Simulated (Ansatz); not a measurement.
In doubt: one-shot GW on d or f shells is unsure, so the values of those runs are not to be relied on.

G0W0 rungs for CsAuBr3 (I4/mmm).

It takes space group I4/mmm (No. 139, tetragonal). Conventional cell: a = 7.759 Å, b = 7.759 Å, c = 11.308 Å, α = 90.00°, β = 90.00°, γ = 90.00°. Cs has 12 Br at 3.90 to 3.95 Å nearest. Nearest to Au lie 4 Br at 2.44 Å. Nearest to Au lie 6 Br at 2.40 to 3.05 Å. Nearest to Br lie 2 Au at 2.44 to 3.05 Å and 4 Cs at 3.95 Å. Nearest to Br lie 2 Au at 2.40 to 3.25 Å and 4 Cs at 3.90 Å. Farther neighbours and most contacts between anions are not listed.

```xyz
10
Lattice="-3.8796 3.8796 5.6540 3.8796 -3.8796 5.6540 3.8796 3.8796 -5.6540" Properties=species:S:1:pos:R:3 pbc="T T T"
Cs    0.0000    3.8796    2.8270
Cs    3.8796    0.0000    2.8270
Au    0.0000    0.0000    0.0000
Au    0.0000    0.0000    5.6540
Br    1.7225    1.7225    0.0000
Br    2.1571   -2.1571    5.6540
Br    2.1571    2.1571    5.6540
Br   -2.1571    2.1571    5.6540
Br    0.0000    0.0000    8.0535
Br    0.0000    0.0000    3.2544
```

The cell and positions come from the Crystallography Open Database and are kept as given unless a step says otherwise. Spin-orbit coupling is left out unless a run names it.

Runs so far (Ansatz 0.2.0, start LDA, hard PAW files, 4×4×4 mesh). Times are wall times on 1 × NVIDIA GB200 (shared by 2 runs) with 16 threads of Arm Neoverse V2, shared host, good to a factor of about two.

| bands summed | cutoff (eV) | gap on the mesh (eV) | time |
| --- | --- | --- | --- |
| 851 | 100 | 1.627 | 58 s |
| 1643 | 160 | 1.626 | 3.1 min |

Question: What should the next rung give, with 2952 bands and screening to 240 eV, and where is the limit?

The error falls about as one over the bands when the cutoff rises with them. A line through the two highest rungs given predicts 1.625 eV; the run gave 1.614 eV, a miss of 0.012 eV, so the law fails here: the steps don't follow it yet. The two highest rungs put the limit near 1.599 eV, the pair below near 1.625 eV; neither can be trusted until a further rung is run.

Gaps are over the mesh's points; an edge off the mesh would be missed. Limits: not at the basis limit; d shell near the gap, gap tends to lie low; no spin-orbit coupling.

[Paths, hosts, dates, memory and timing lines, banners, echoed tables and standing remarks are left out of the program output.]

[Logs are printed without paths, hosts, clocks, repeated set-up lines and the standing remarks that a program may print on its own settings, such as how far it seeks lower states.]

[Runs of the session that timed out or met a known fault of the program may be left out.]

[Cells called generated may have been cut or substituted from an entry of the Crystallography Open Database or the Materials Project.]

[Hosts, paths, dates, database ids (printed as entryN), source tags and the programs' standing remarks are cut or masked in the printed files.]
